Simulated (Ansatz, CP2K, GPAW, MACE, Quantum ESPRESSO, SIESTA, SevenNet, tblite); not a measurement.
**Other levels on H-capped AlP nanocrystal (rod) (34 atoms)**

The cell holds 34 atoms: 6 P, 6 Al and 22 H. Cell: a = 15.829 Å, b = 15.829 Å, c = 21.292 Å, α = 90.0°, β = 90.0°, γ = 90.0°. It derives from AlP (zinc-blende). Rod of size parameter 3.1 Å cut from zinc-blende AlP (a = 5.463 Å), atoms with fewer than two neighbours dropped, broken bonds capped with H, 10 Å of vacuum. Then every atom was moved at random, 0.03 Å r.m.s. a Cartesian component (hydrogen 0.6 of that). Regions: crystal, 12 atoms (6 P and 6 Al); hydrogen, 22 atoms (22 H). Vacuum lies along a, b and c.

Geometry: as built.

The reference, a calculation:

```
method                                           : Kohn-Sham DFT, PBE, SSSP efficiency 1.3.0 pseudopotentials, plane waves (Quantum ESPRESSO 7.5); sssp-pbe-1.3.0-efficiency, cutoffs 45/360 Ry, Γ point
r.m.s. force component                           : 0.8536 eV/Å
longest force                                    : 3.87 eV/Å
gap (highest filled to lowest empty level) : 3.079 eV
time                                             : 4.9 min on 4 MPI ranks of Arm Neoverse V2, shared host
CPU time                                         : 20 min
```

Runs, in no order:
A. GPAW PBE, LCAO szp(dzp), h 0.2 Å: Kohn-Sham DFT, PBE, PAW, atomic orbitals (szp(dzp))
B. SIESTA PBE, DZP, shift 0.01 Ry, mesh 150 Ry: Kohn-Sham DFT, PBE, PseudoDojo 0.4.1 norm-conserving pseudopotentials (converted to PSML), numerical atomic orbitals (DZP), diagonalisation
C. SIESTA PBE, SZ, shift 0.01 Ry, mesh 300 Ry: Kohn-Sham DFT, PBE, PseudoDojo 0.4.1 norm-conserving pseudopotentials (converted to PSML), numerical atomic orbitals (SZ), diagonalisation
D. SevenNet l3i5 potential: machine-learned interatomic potential SevenNet l3i5, trained on PBE(+U) plane-wave data

Q: Order them from the smallest to the largest r.m.s. force difference.

B, D, A, C.

| run | Δ force, r.m.s. (meV/Å) | share of r.m.s. force (%) | CPU time |
| --- | --- | --- | --- |
| B. SIESTA PBE, DZP, shift 0.01 Ry, mesh 150 Ry | 167 | 19.6 | 22 s |
| D. SevenNet l3i5 potential | 312 | 36.6 | 6.9 s |
| A. GPAW PBE, LCAO szp(dzp), h 0.2 Å | 654 | 76.7 | 31 s |
| C. SIESTA PBE, SZ, shift 0.01 Ry, mesh 300 Ry | 1329 | 156 | 43 s |

Caps of real hydrogen don't mimic the fractional bonds of a polar compound, so surface states and strained caps may belong to the model.

[Logs are printed without paths, hosts, clocks, repeated set-up lines and the standing remarks that a program may print on its own settings, such as how far it seeks lower states.]

[Hosts, paths, dates, database ids (printed as entryN), source tags and the programs' standing remarks are cut or masked in the printed files.]
